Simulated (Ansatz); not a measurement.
An input for Ansatz 0.2.0 (InGaSbAs (zincblende [001] superlattice) (Pmm2)):

The structure was built from a prototype and need not be the compound's stable phase.

```yaml
crystal:
  lattice:
    - [4.3273715747, 0.0, 0.0]
    - [0.0, 4.2852318524, 0.0]
    - [0.0, 0.0, 6.1213894151]
  atoms:
    - { symbol: In, position: [0.0, 0.0, 0.1421160054] }
    - { symbol: As, position: [0.5, 0.0, 0.3902374247] }
    - { symbol: Ga, position: [0.5, 0.5, 0.6075232557] }
    - { symbol: Sb, position: [0.0, 0.5, 0.8533768713] }
kpoints:
  mp_grid: { grid: [4, 4, 4] }
hamiltonian:
  xc: hse06
scf:
  occupations: { method: fermi_dirac, width: 0.03 }
  n_extra_bands: 5
output:
  eigenvalues: true
```

```sh
ansatz run input.yaml --threads 3 --pin off --max-ram 92160MiB --backend cuda --events-out ev --progress --plain --runs-dir out --devices 1 --max-vram 13GiB  # rebuilt from the run's record
```

Q: Estimate wall time and host memory on 1 × NVIDIA H100 80GB HBM3 (shared by 6 runs) with 3 threads of AMD EPYC 7R13 (Zen 3), shared host.

It took 36 s; on shared hardware allow 18 s to 73 s. Peak host memory was 1.4 GiB. The sizes that set the cost: 2205 plane waves a state, 27 irreducible k points and 23 SCF cycles.

Exact exchange couples every pair of k points and filled bands, so it costs far more than a semilocal run.

[Paths, hosts, dates, memory and timing lines, banners, echoed tables and standing remarks are left out of the program output.]

[Logs are printed without paths, hosts, clocks, repeated set-up lines and the standing remarks that a program may print on its own settings, such as how far it seeks lower states.]

[Runs of the session that timed out or met a known fault of the program may be left out.]

[Cells called generated may have been cut or substituted from an entry of the Crystallography Open Database or the Materials Project.]

[Hosts, paths, dates, database ids (printed as entryN), source tags and the programs' standing remarks are cut or masked in the printed files.]
